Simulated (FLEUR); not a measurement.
# CrO2: which magnetic order is lowest, part 3 of 3

A self-consistent run ends on one state, which hangs on the start. Several orders of CrO2 are started in FLEUR and their energies compared.

FLEUR MaX-R8.1; LDA (VWN) with U = 3.5 eV on Cr d; all-electron FLAPW, Dirac cores, scalar-relativistic bands.

So far, largest spin moment in the muffin-tin sphere (μB): step 2 (run 1 (ferro ++)) 2.23; step 3 (start 2: antiferro +-) 1.95.

### 5. Spin–orbit coupling, moments along [001]

Level of this step: LDA (VWN) with U = 3.5 eV on Cr d; all-electron FLAPW, Dirac cores, scalar-relativistic bands with spin-orbit coupling (FLEUR).

Spin–orbit coupling ties the spins to the lattice and lets orbital moments form.

A new self-consistent run of the start ferro ++, with the moments along z.

Contents of inp.xml:

```
<?xml version="1.0" encoding="UTF-8" standalone="no"?>
<fleurInput fleurInputVersion="0.39">
   <comment>
      CrO2
   </comment>
   <calculationSetup>
      <cutoffs Kmax="4.4" Gmax="13.2" GmaxXC="13.2" numbands="172"/>
      <scfLoop itmax="130" minDistance="0.0001" maxIterBroyd="15" imix="Anderson" alpha="0.05" precondParam="0.0" spinf="2.0" sdNocoIR="T"/>
      <coreElectrons ctail="T" frcor="F" kcrel="0" coretail_lmax="0"/>
      <xcFunctional name="vwn" relativisticCorrections="F"/>
      <magnetism jspins="2"/>
      <soc l_soc="T" theta="0.0" phi="0.0" spav="F"/>
      <expertModes spex="0" secvar="F"/>
      <geometryOptimization l_f="F" forcealpha="1.0" forcemix="BFGS" epsdisp="0.00001" epsforce="0.00001"/>
      <ldaU l_linMix="F" mixParam="0.05" spinf="1.0"/>
   </calculationSetup>
   <cell>
      <bzIntegration valenceElectrons="52.0" mode="hist" fermiSmearingEnergy="0.00183747">
         <kPointListSelection listName="default-1"/>
         <xi:include xmlns:xi="http://www.w3.org/2001/XInclude" href="kpts.xml"> </xi:include>
      </bzIntegration>
      <xi:include xmlns:xi="http://www.w3.org/2001/XInclude" href="sym.xml"> </xi:include>
      <bulkLattice scale="1.0">
         <bravaisMatrix>
            <row-1>    8.3544791968565999     0.0000000000000000     0.0000000000000000</row-1>
            <row-2>    0.0000000000000000     8.3544791968565999     0.0000000000000000</row-2>
            <row-3>    0.0000000000000000     0.0000000000000000     5.5123311054581992</row-3>
         </bravaisMatrix>
      </bulkLattice>
   </cell>
   <atomSpecies>
      <species name="Chromium (3.000" element="Cr" atomicNumber="24">
         <mtSphere radius="2.22" gridPoints="735" logIncrement="0.016"/>
         <atomicCutoffs lmax="8" lnonsphr="6"/>
         <electronConfig flipSpins="F">
            <coreConfig>(1s1/2) (2s1/2) (2p1/2) (2p3/2)</coreConfig>
            <valenceConfig>(3s1/2) (3p1/2) (3p3/2) (4s1/2) (3d3/2) (3d5/2)</valenceConfig>
            <stateOccupation state="(4s1/2)" spinUp="0.5" spinDown="0.5"/>
            <stateOccupation state="(3d3/2)" spinUp="1.0" spinDown="1.0"/>
            <stateOccupation state="(3d5/2)" spinUp="3.0" spinDown="0.0"/>
         </electronConfig>
         <energyParameters s="4" p="4" d="3" f="4"/>
         <ldaU l="2" U="3.5" J="0.0" l_amf="F"/>
         <lo type="SCLO" l="0" n="3" eDeriv="0"/>
         <lo type="SCLO" l="1" n="3" eDeriv="0"/>
      </species>
      <species name="Oxygen (O)" element="O" atomicNumber="8">
         <mtSphere radius="1.25" gridPoints="415" logIncrement="0.025"/>
         <atomicCutoffs lmax="6" lnonsphr="4"/>
         <electronConfig flipSpins="F">
            <coreConfig>(1s1/2)</coreConfig>
            <valenceConfig>(2s1/2) (2p1/2) (2p3/2)</valenceConfig>
            <stateOccupation state="(2p1/2)" spinUp="0.666667" spinDown="0.666667"/>
            <stateOccupation state="(2p3/2)" spinUp="1.333333" spinDown="1.333333"/>
         </electronConfig>
         <energyParameters s="2" p="2" d="3" f="4"/>
      </species>
   </atomSpecies>
   <atomGroups>
      <atomGroup species="Chromium (3.000">
         <relPos label="                   1">.0000000000 .0000000000 .0000000000</relPos>
         <relPos label="                   2">1.000/2.000 1.000/2.000 1.000/2.000</relPos>
         <force calculate="T" relaxXYZ="TTT"/>
      </atomGroup>
      <atomGroup species="Oxygen (O)">
         <relPos label="                   3">.3010000000 .3010000000 .0000000000</relPos>
         <relPos label="                   4">.1990000000 -.1990000000 1.000/2.000</relPos>
         <relPos label="                   5">-.3010000000 -.3010000000 .0000000000</relPos>
         <relPos label="                   6">-.1990000000 .1990000000 1.000/2.000</relPos>
         <force calculate="T" relaxXYZ="TTT"/>
      </atomGroup>
   </atomGroups>
   <output dos="F" band="F" slice="F">
      <bandDOS minEnergy="-.5*Htr" maxEnergy="0.5*Htr" sigma="0.015" storeEVData="T"/>
      <plotting iplot="0" polar="F">
         <plot TwoD="T" vec1="  1.0  0.0  0.0" vec2="  0.0  1.0  0.0" vec3="  0.0  0.0  1.0" zero="  0.0  0.0  0.0" file="plot"/>
      </plotting>
      <moessbauerParams electricFieldGradient="F" isomerShift="F" coreHyperfine="F" valenceHyperfine="F"/>
   </output>
</fleurInput>
```

Contents of crystal.txt:

```
CrO2
&input film=F cartesian=F /
4.42100000000  0.00000000000  0.00000000000
0.00000000000  4.42100000000  0.00000000000
0.00000000000  0.00000000000  2.91700000000
1.8897261246
1.0 1.0 1.0

6
24 0.00000000000  0.00000000000  0.00000000000 : 3.000
24 0.50000000000  0.50000000000  0.50000000000 : 3.000
8 0.30100000000  0.30100000000  0.00000000000
8 0.19900000000  0.80100000000  0.50000000000
8 0.69900000000  0.69900000000  0.00000000000
8 0.80100000000  0.19900000000  0.50000000000

&soc 0.0000000 0.0000000 /
&kpt div1=8 div2=8 div3=8 gamma=T /
```

Launch:

```console
OMP_NUM_THREADS=1 inpgen -f crystal.txt > inpgen.log  # inp.xml is then edited as shown
OMP_NUM_THREADS=1 mpirun -n 4 fleur_MPI > fleur.log
```

What it wrote:

```text
[banner, memory and clock lines left out]
Welcome to FLEUR        (www.flapw.de)
      MaX-Release 8.1          (www.max-centre.eu)

 ========== k-point set info ==========
 Selected k-point list: default-1
 k-point list type: mesh
 0 x 0 x 0
 Number of k points: 92

 [... set-up left out ...]
 no density matrix found ... skipping LDA+U
 Complex matrix made real
 Complex matrix made real
 Reset of history
 Iteration:     1   Distance:      51.08474326 me/bohr^3
 Iteration:     2   Distance:      45.83695577 me/bohr^3
 Iteration:     3   Distance:      38.91434488 me/bohr^3
 Iteration:     4   Distance:      16.42065281 me/bohr^3
 Iteration:     5   Distance:      24.44676741 me/bohr^3
 Iteration:     6   Distance:       9.76872503 me/bohr^3
 Iteration:     7   Distance:       5.23617127 me/bohr^3
 Iteration:     8   Distance:       6.44710725 me/bohr^3
 Iteration:     9   Distance:       1.97722747 me/bohr^3
 Iteration:    10   Distance:       1.34153705 me/bohr^3
 Iteration:    11   Distance:       0.97214226 me/bohr^3
 Iteration:    12   Distance:       0.24770936 me/bohr^3
 Iteration:    13   Distance:       0.10754691 me/bohr^3
 Iteration:    14   Distance:       0.07249516 me/bohr^3
[... lines left out ...]
 Iteration:    20   Distance:       0.00384127 me/bohr^3
 Iteration:    21   Distance:       0.00647071 me/bohr^3
 Iteration:    22   Distance:       0.00222197 me/bohr^3
 Iteration:    23   Distance:       0.00043663 me/bohr^3
 Iteration:    24   Distance:       0.00050691 me/bohr^3
 Iteration:    25   Distance:       0.00016926 me/bohr^3
 Iteration:    26   Distance:       0.00002640 me/bohr^3

 ********************************************************************
 Run finished successfully
 Stop message:
   all done
 ********************************************************************

--- out.xml (last complete iteration) ---
<iteration numberForCurrentRun="   26" overallNumber="   26">
         [... left out ...]
         <bandgap value="0.0785296710" units="eV"/>
         <sumValenceSingleParticleEnergies value="-25.3536326877" units="Htr"/>
         <FermiEnergy value="0.2532070783" units="Htr"/>
         [... left out ...]
         <magneticMomentsInMTSpheres units="muBohr">
            <globalMagMoment atomType="1" vec="0.00000   0.00000   2.22878"/>
            <globalMagMoment atomType="2" vec="0.00000   0.00000  -0.12172"/>
         </magneticMomentsInMTSpheres>
         <orbitalMomentsInMTSpheres units="muBohr">
            <globalMagMoment atomType="1" vec="0.00000   0.00000  -0.05006"/>
            <globalMagMoment atomType="2" vec="0.00000   0.00000  -0.00219"/>
         </orbitalMomentsInMTSpheres>
         [... left out ...]
         <totalEnergy value="    -2396.8260097491" units="Htr">
            <sumOfEigenvalues value="    -1372.3270748572">
               <coreElectrons value="-1346.9734421695"/>
               <valenceElectrons value="-25.3536326877"/>
            </sumOfEigenvalues>
         [... left out ...]
            <freeEnergy value="-2396.8262030831"/>
            <extrapolationTo0K value="-2396.8261064161"/>
         </totalEnergy>
         [... left out ...]
         <ldaUDensityMatrixConvergence>
            <distance spin="1" distance="0.000003"/>
            <distance spin="2" distance="0.000001"/>
         </ldaUDensityMatrixConvergence>
         <densityConvergence units="me/bohr^3">
            <chargeDensity spin="1" distance="0.0000227198"/>
            <chargeDensity spin="2" distance="0.0000129567"/>
            <overallChargeDensity distance="0.0000259049"/>
            <spinDensity distance="0.0000264020"/>
         </densityConvergence>
      </iteration>
```

It took 9.8 min on 4 MPI ranks of AMD EPYC 7R32 (Zen 2), shared host; peak memory 0.96 GiB; 39 min of CPU time.

Spin moment in the muffin-tin sphere by atom:

```
atom  spin moment in the muffin-tin sphere (μB)
 Cr1                                       2.23
 Cr2                                       2.23
  O3                                      -0.12
  O4                                      -0.12
  O5                                      -0.12
  O6                                      -0.12
```

Numbers from this step:

```
free energy                                                       : -65220.9636 eV
program's band gap on this mesh (in a metal only a level spacing) : 0.07853 eV
magnetization                                                     : 4.000 μB
final state                                                       : ferromagnetic, with opposed induced moments
orbital moment along the spin                                     : -0.05006 μB
```

Orbital moment in the sphere, along the spin axis by atom:

```
atom  orbital moment in the sphere, along the spin axis (μB)
 Cr1                                                 -0.0501
 Cr2                                                 -0.0501
  O3                                                 -0.0022
  O4                                                 -0.0022
  O5                                                 -0.0022
  O6                                                 -0.0022
```

### 6. Results

```json
{"lowest state found": "ferromagnetic (typed ferro ++)", "largest site spin moment": "2.23 μB", "next finished state": "antiferromagnetic, 188 meV a seeded atom higher", "orbital moment on the atom of largest spin, along its spin (spin–orbit run)": "-0.0501 μB"}
```

In words: The lowest state found is ferromagnetic, reached from the start ferro ++, with moments up to 2.23 μB. The next finished state costs 188 meV a seeded atom. The orbital moment is antiparallel to the spin. This is the lowest of 2 finished starts, no proof of the ground state.

[Logs and program files are shortened in this print: banners, set-up blocks, solver, clock and traceback lines can be left out without a mark of their own.]

[Logs are printed without paths, hosts, clocks, repeated set-up lines and the standing remarks that a program may print on its own settings, such as how far it seeks lower states.]

[Hosts, paths, dates, database ids (printed as entryN), source tags and the programs' standing remarks are cut or masked in the printed files.]

[Where a cell is said to come from a database of computed structures, the database is the Materials Project.]
